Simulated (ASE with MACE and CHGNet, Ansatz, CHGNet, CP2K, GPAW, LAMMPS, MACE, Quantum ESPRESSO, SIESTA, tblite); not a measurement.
# Machine-learned potentials on liquid K2CO3 at 1190 K (102 atoms): settings against a plane-wave reference

Wanted: machine-learned potentials inputs and outputs for liquid K2CO3 at 1190 K (102 atoms), checked against a plane-wave reference.

Calculated with ASE with MACE and CHGNet; the method is named at each step.

## (1) The starting structure

The cell holds 102 atoms: 17 C, 51 O and 34 K. Cell: a = 12.710 Å, b = 12.710 Å, c = 12.710 Å, α = 90.0°, β = 90.0°, γ = 90.0°. 34 K+, 17 CO3 2- placed at random, at 1.9 g/cm³; overlaps pushed apart, then 10 ps at 1590 K with harmonic planar carbonate ions with charges +1 on C and -1 on O; Joung-Cheatham ions (J. Phys. Chem. B 112, 9020 (2008)); charges of ions scaled by 0.8. Snapshot after 20 ps at 1190 K and fixed volume.

The yardstick, on the same geometry:

```
method                                           : Kohn-Sham DFT, PBE, SSSP efficiency 1.3.0 pseudopotentials, plane waves (Quantum ESPRESSO 7.5); sssp-pbe-1.3.0-efficiency, cutoffs 60/480 Ry, Γ point
r.m.s. force component                           : 2.734 eV/Å
longest force                                    : 12.56 eV/Å
pressure                                         : 6.058 GPa
gap (highest filled to lowest empty level) : 1.244 eV
time                                             : 18 min on 1 thread of Intel Xeon 6975P-C (Granite Rapids), shared host
CPU time                                         : 18 min
```

## (2) MACE MP-0b3 medium potential

Method: machine-learned interatomic potential MACE MP-0b3 medium, trained on PBE(+U) plane-wave data.

File run.py:

```python
import numpy as np
from ase.io import read
import mlip  # loads the published weights by name

atoms = read("structure.xyz")
atoms.calc = mlip.calc("mace-mp-0b3-medium")
energy = atoms.get_potential_energy()
forces = atoms.get_forces()
print(f"energy {energy:.6f} eV")
print("forces (eV/A)")
for i, (a, f) in enumerate(zip(atoms, forces)):
    print(f"{i:4d} {a.symbol:2s} {f[0]:10.5f} {f[1]:10.5f} {f[2]:10.5f}")
stress = -atoms.get_stress(voigt=False) * 160.21766
print("stress (GPa, compression positive)")
for row in stress:
    print(" ".join(f"{x:10.4f}" for x in row))
```

File structure.xyz:

```xyz
102
Lattice="12.71030 0.00000 0.00000 0.00000 12.71030 0.00000 0.00000 0.00000 12.71030" Properties=species:S:1:pos:R:3 pbc="T T T"
C 12.20113 6.84106 4.56249
O 0.49583 6.19691 4.02917
O 11.71597 7.87251 3.87130
O 12.14571 6.80484 5.88411
C 7.59631 7.30499 6.90347
O 8.69499 7.93174 6.55419
O 6.88377 6.60033 6.15090
O 7.18323 7.56784 7.99503
C 2.13381 2.31849 8.02503
O 2.16609 1.54532 6.99689
O 2.21922 1.73521 9.09867
O 2.10394 3.48694 8.02910
C 5.00049 10.60675 10.27361
O 4.04683 11.32767 10.38025
O 5.59978 10.58819 9.10007
O 5.03836 9.59107 11.10842
C 6.12713 4.29316 10.65072
O 6.58877 4.22656 11.77698
O 5.75853 5.47483 10.34123
O 5.70845 3.19232 10.18527
C 10.47697 3.39594 7.88700
O 11.32386 2.94650 7.12844
O 9.26784 3.33811 7.49412
O 10.62212 3.21138 9.09536
C 11.93395 11.73923 5.57016
O 0.36440 11.15469 6.07807
O 10.91484 11.01907 5.34659
O 11.94387 0.16498 5.07395
C 6.22805 12.59654 6.03282
O 5.27948 11.83761 5.66269
O 6.74866 12.64573 7.26444
O 6.59614 0.61098 5.20347
C 1.89129 7.30448 9.35707
O 2.80313 6.69820 8.52950
O 0.60755 7.34986 8.97423
O 2.38369 7.56250 10.48918
C 9.32377 3.59142 3.59968
O 10.43846 3.63909 2.93328
O 9.19883 2.84990 4.65883
O 8.68533 4.62363 3.43636
C 8.05655 0.60145 0.24836
O 9.19806 1.23773 0.45922
O 7.97864 12.40741 12.09029
O 7.26165 0.73072 1.20862
C 4.28757 8.20818 2.51461
O 4.29049 7.84823 3.71725
O 4.19262 9.43079 2.35217
O 4.12220 7.53467 1.58891
C 0.20578 3.56562 12.41199
O 12.52969 2.40352 12.53922
O 12.53998 4.40412 11.61874
O 1.04072 4.11432 0.53104
C 8.79832 7.79027 0.57463
O 8.46341 8.81269 12.38962
O 8.55492 8.02389 1.70979
O 9.56857 6.89089 0.35729
[... 42 atom lines left out ...]
K 9.66351 0.93383 6.63503
K 10.56048 9.71486 2.70272
K 9.78325 5.59469 5.34977
K 6.43637 10.10316 0.63780
```

Started as:

```console
> OMP_NUM_THREADS=1 python run.py > output.txt
```

The program printed:

```text
energy -597.332253 eV
forces (eV/A)
   0 C     3.17289    2.99221    1.40416
   1 O     0.03431   -1.24696   -1.05420
   2 O    -0.67508   -1.49549    0.37516
   3 O    -1.23770   -0.75486   -0.89257
   4 C     3.17683    1.81970   -3.42837
   5 O     0.92155   -0.43134   -1.64637
   6 O    -0.99508   -2.54955   -3.27096
   7 O    -2.75436    1.48451    7.64101
   8 C     1.00813   -6.69511   -2.22858
   9 O    -0.34437   -0.49279   -2.61703
  10 O     0.17992   -3.85907    6.97973
  11 O    -0.45986   10.57301   -1.63888
  12 C     1.43740   -5.08868   -2.61876
  13 O    -5.70693    5.91730    1.46442
  14 O     1.09434   -0.22499    0.56605
  15 O     2.26512   -0.38284    0.92203
  16 C    -3.03511   -0.06065    1.20123
  17 O     4.59106   -0.79377    6.48315
  18 O    -1.08122    1.98236   -3.46482
  19 O    -0.33732   -2.30213   -4.02827
  20 C    -3.61763   -3.33993    0.46416
  21 O     5.75013   -0.08167   -4.71254
  22 O    -4.52116    2.39342   -1.63697
  23 O     1.46842    1.25490    6.51327
[...]
94 K    -0.08206   -0.20912   -0.27509
  95 K    -0.35226   -0.15536   -0.08011
  96 K    -0.28944    0.30884   -0.07807
  97 K     0.14813   -0.29541   -0.30382
  98 K    -0.37707    0.36857   -0.61068
  99 K    -0.12825    0.02137    0.21243
 100 K     0.10183    0.20648    0.88247
 101 K     0.07617    0.01610    0.02455
stress (GPa, compression positive)
    5.0409    -0.2899    -0.2238
   -0.2899     6.8529     1.3908
   -0.2238     1.3908     7.5309
```

The job ended after 7.8 s (1 thread of Intel Xeon 6975P-C (Granite Rapids), shared host; peak memory 1 GiB).

Banners, paths, timers and routine set-up lines are dropped from the logs unmarked, and long logs keep their key lines alone; longer cuts are marked.

Against the reference:

| Quantity | Value |
| --- | --- |
| r.m.s. force component | 2.753 eV/Å |
| r.m.s. difference of force components | 169 meV/Å |
| longest difference of force vectors | 690.3 meV/Å |
| force difference over r.m.s. force | 6.182 % |
| slope of forces against the reference's | 1.005 |
| correlation of force components | 0.9981 |
| pressure | 6.475 GPa |
| pressure difference | 0.4166 GPa |

Length of the force difference by element (eV/Å):

```
element  atoms  mean  most
      C     17  0.41  0.69
      K     34  0.15  0.36
      O     51  0.26  0.62
```

A closer look about C41, picked at random: 10 atoms, nearest first, numbered in the order of the input, with positions taken from that point.

```
atom      x      y      z  distance (Å)     Fx     Fy  Fz (eV/Å)
 C41   0.00   0.00   0.00          0.00   3.48   0.40       2.47
 O44  -0.79   0.13   0.96          1.25  -3.38   0.03       1.61
 O43  -0.08  -0.90  -0.87          1.26  -0.69  -1.43      -2.59
 O42   1.14   0.64   0.21          1.32   0.91   0.67      -1.48
 K85  -0.25   0.75  -3.00          3.11   0.25   0.21       0.03
 K97   2.80  -1.36  -0.71          3.19  -0.29   0.31      -0.08
 K69   1.79   0.00   2.83          3.35  -0.09   0.18       0.03
 K89  -1.55   2.56   1.79          3.49   0.58  -0.26      -0.66
K102  -1.62  -3.21   0.39          3.62   0.08   0.02       0.02
 K74  -2.61  -0.72   2.41          3.63  -0.68   0.07       0.82
```

Atoms are counted from 1 here, from 0 in the log.

Forces lie 6.2 % from the reference's, at 0.0064 times its CPU time.

## (3) CHGNet 0.3.0 potential

Method: machine-learned interatomic potential CHGNet 0.3.0, trained on PBE(+U) plane-wave data.

run.py, as its differences from that of step 2:

```diff
@@ -5,3 +5,3 @@
 atoms = read("structure.xyz")
-atoms.calc = mlip.calc("mace-mp-0b3-medium")
+atoms.calc = mlip.calc("chgnet-0.3.0")
 energy = atoms.get_potential_energy()
```

structure.xyz is that of step 2.

The program printed:

```text
CHGNet v0.3.0 initialized with 412,525 parameters
CHGNet will run on cpu
energy -637.688843 eV
forces (eV/A)
   0 C     2.11440    2.38969    1.24839
   1 O     0.17794   -1.01251   -0.83061
   2 O    -0.37920   -1.36630    0.57156
   3 O    -0.82492   -0.43769   -1.16314
   4 C     3.17673    1.19863   -3.30402
   5 O     0.65253   -0.32457   -1.45832
   6 O    -1.02069   -2.19773   -3.17859
   7 O    -2.71195    1.65884    7.41353
   8 C     0.74285   -6.33261   -2.01085
   9 O    -0.23127   -0.41779   -2.58564
  10 O     0.15651   -3.90759    6.86040
  11 O    -0.38962   10.15961   -1.78734
  12 C     2.25565   -4.29214   -2.24309
  13 O    -5.88696    5.61295    1.27957
  14 O     0.93462   -0.56677    0.60942
  15 O     1.99507   -0.61248    0.67533
  16 C    -2.03576    0.05746    0.62222
  17 O     4.02051   -0.78112    6.20804
  18 O    -1.31199    1.69220   -3.15867
  19 O    -0.60053   -1.91083   -3.46089
  20 C    -3.04376   -2.17353    0.12851
  21 O     5.45589   -0.39233   -4.48498
  22 O    -4.23488    1.88290   -1.30805
  23 O     1.12893    0.85048    6.28539
[...]
94 K    -0.13238   -0.21102   -0.25464
  95 K    -0.24457   -0.14027   -0.14244
  96 K    -0.20276    0.19456   -0.01897
  97 K     0.13749   -0.35096   -0.37657
  98 K    -0.23578    0.19597   -0.41636
  99 K    -0.05556    0.00768    0.15854
 100 K     0.18306    0.28651    0.83281
 101 K     0.23360    0.02523    0.02855
stress (GPa, compression positive)
    4.5786    -0.1685    -0.3003
   -0.1685     6.4908     1.2699
   -0.3003     1.2699     6.8542
```

Run time: 3.5 s. Hardware: 1 thread; peak memory 0.87 GiB.

Numbers from this run, and their distance from the reference:

* r.m.s. force component: 2.61 eV/Å
* r.m.s. difference of force components: 348.6 meV/Å
* longest difference of force vectors: 2000 meV/Å
* force difference over r.m.s. force: 12.75 %
* slope of forces against the reference's: 0.9474
* correlation of force components: 0.9926
* pressure: 5.974 GPa
* pressure difference: -0.0838 GPa

Against the first run (6.2 %), the force difference from the reference is 13 %, at 0.45 times the CPU time.

## (4) MACE MPA-0 medium potential

Method: machine-learned interatomic potential MACE MPA-0 medium, trained on PBE(+U) plane-wave data.

run.py, as its differences from that of step 3:

```diff
@@ -5,3 +5,3 @@
 atoms = read("structure.xyz")
-atoms.calc = mlip.calc("chgnet-0.3.0")
+atoms.calc = mlip.calc("mace-mpa-0-medium")
 energy = atoms.get_potential_energy()
```

structure.xyz is that of step 3.

The program printed:

```text
energy -596.732847 eV
forces (eV/A)
   0 C     3.40028    3.08676    1.50290
   1 O    -0.00721   -1.25994   -1.07738
   2 O    -0.79822   -1.38667    0.24327
   3 O    -1.22318   -0.76281   -0.96006
   4 C     3.20586    1.85279   -3.38181
   5 O     0.83616   -0.34377   -1.55322
   6 O    -1.02695   -2.53758   -3.14379
   7 O    -2.71451    1.40235    7.38992
   8 C     1.13750   -6.42565   -2.31754
   9 O    -0.35799   -0.61167   -2.71257
  10 O     0.07943   -3.99941    7.32424
  11 O    -0.45696   10.41959   -1.61513
  12 C     1.62956   -5.06963   -2.72587
  13 O    -6.11836    6.18965    1.46413
  14 O     1.18353   -0.21123    0.58328
  15 O     2.38879   -0.54292    1.08867
  16 C    -2.81216   -0.06222    1.54028
  17 O     4.42671   -0.81794    6.16016
  18 O    -1.11446    1.89999   -3.48477
  19 O    -0.26927   -2.34438   -4.04878
  20 C    -3.80395   -3.73571    0.53412
  21 O     5.92784   -0.01263   -4.69468
  22 O    -4.81907    2.47274   -1.69938
  23 O     1.52511    1.37675    6.60718
[...]
94 K    -0.06891   -0.21641   -0.32055
  95 K    -0.41528   -0.21139   -0.13350
  96 K    -0.27973    0.33496   -0.00018
  97 K     0.15181   -0.27822   -0.35060
  98 K    -0.33425    0.40735   -0.64171
  99 K    -0.16042   -0.06006    0.23752
 100 K    -0.00413    0.18188    0.87496
 101 K     0.22101   -0.01063    0.07723
stress (GPa, compression positive)
    4.8683    -0.2872    -0.1382
   -0.2872     6.6617     1.4192
   -0.1382     1.4192     7.3537
```

Run time: 7.5 s. Hardware: 1 thread; peak memory 1 GiB.

Numbers from this run, and their distance from the reference:

```yaml
r_m_s_force_component: 2.797 eV/Å
r_m_s_difference_of_force_components: 140.6 meV/Å
longest_difference_of_force_vectors: 491 meV/Å
force_difference_over_r_m_s_force: 5.144 %
slope_of_forces_against_the_reference_s: 1.022
correlation_of_force_components: 0.999
pressure: 6.295 GPa
pressure_difference: 0.2363 GPa
```

Against the first run (6.2 %), the force difference from the reference is 5.1 %, at 0.98 times the CPU time.

## (5) Side by side

Differences are against the plane-wave reference, forces as r.m.s. over components; share is that over the reference's r.m.s. force, slope the least-squares factor from reference forces to these. Total energies of different programs have different zeros and aren't compared.

```
                         run  Δ force, r.m.s. (meV/Å)  share (%)  slope  Δ pressure (GPa)  cores  CPU time  memory (GiB)
                   reference                        -          -      -                 -      1    18 min           7.0
MACE MP-0b3 medium potential                      169       6.18  1.005             0.417      1     6.9 s           1.0
      CHGNet 0.3.0 potential                      349       12.8  0.947           -0.0838      1     3.1 s          0.87
 MACE MPA-0 medium potential                      141       5.14  1.022             0.236      1     6.7 s             1
```

Times of the machine-learned potentials are mostly Python's start and the loading of weights.

CPU time is summed over cores on a shared host, where runs went side by side, so it is rough. Symmetry, cutoffs, thresholds, outputs and thread counts weren't matched or tuned between programs; memory under MPI is the largest rank's times the ranks.

## (6) Results

```
nearest in forces : MACE MPA-0 medium potential, 5.1 %
its CPU time      : 6.7 s
```

What this shows: Machine-learned potentials differ by 5.1 % (MACE MPA-0 medium potential) to 13 % (CHGNet 0.3.0 potential); they were trained on other programs' data. The reference's pressure holds the uncorrected Pulay stress of its 60 Ry basis, so small pressure differences, and their order, may be the reference's own error. The frame stands for 1190 K, but pressures are static and levels are smeared at 580 K. Machine-learned potentials mimic data converged in k, so the reference's own k-point error enters their differences. The network of bonds at the start is that of the classical potential that made the cell, and needn't be the one that DFT or experiment would give. The electronic-structure runs sample only Γ, in a cell whose shortest periodic width is 13 Å.

[Also dropped from logs without a mark: logging warnings of Python, and SIESTA's first energy breakdown and zero terms.]

[Logs are printed without paths, hosts, clocks, repeated set-up lines and the standing remarks that a program may print on its own settings, such as how far it seeks lower states.]

[Hosts, paths, dates, database ids (printed as entryN), source tags and the programs' standing remarks are cut or masked in the printed files.]
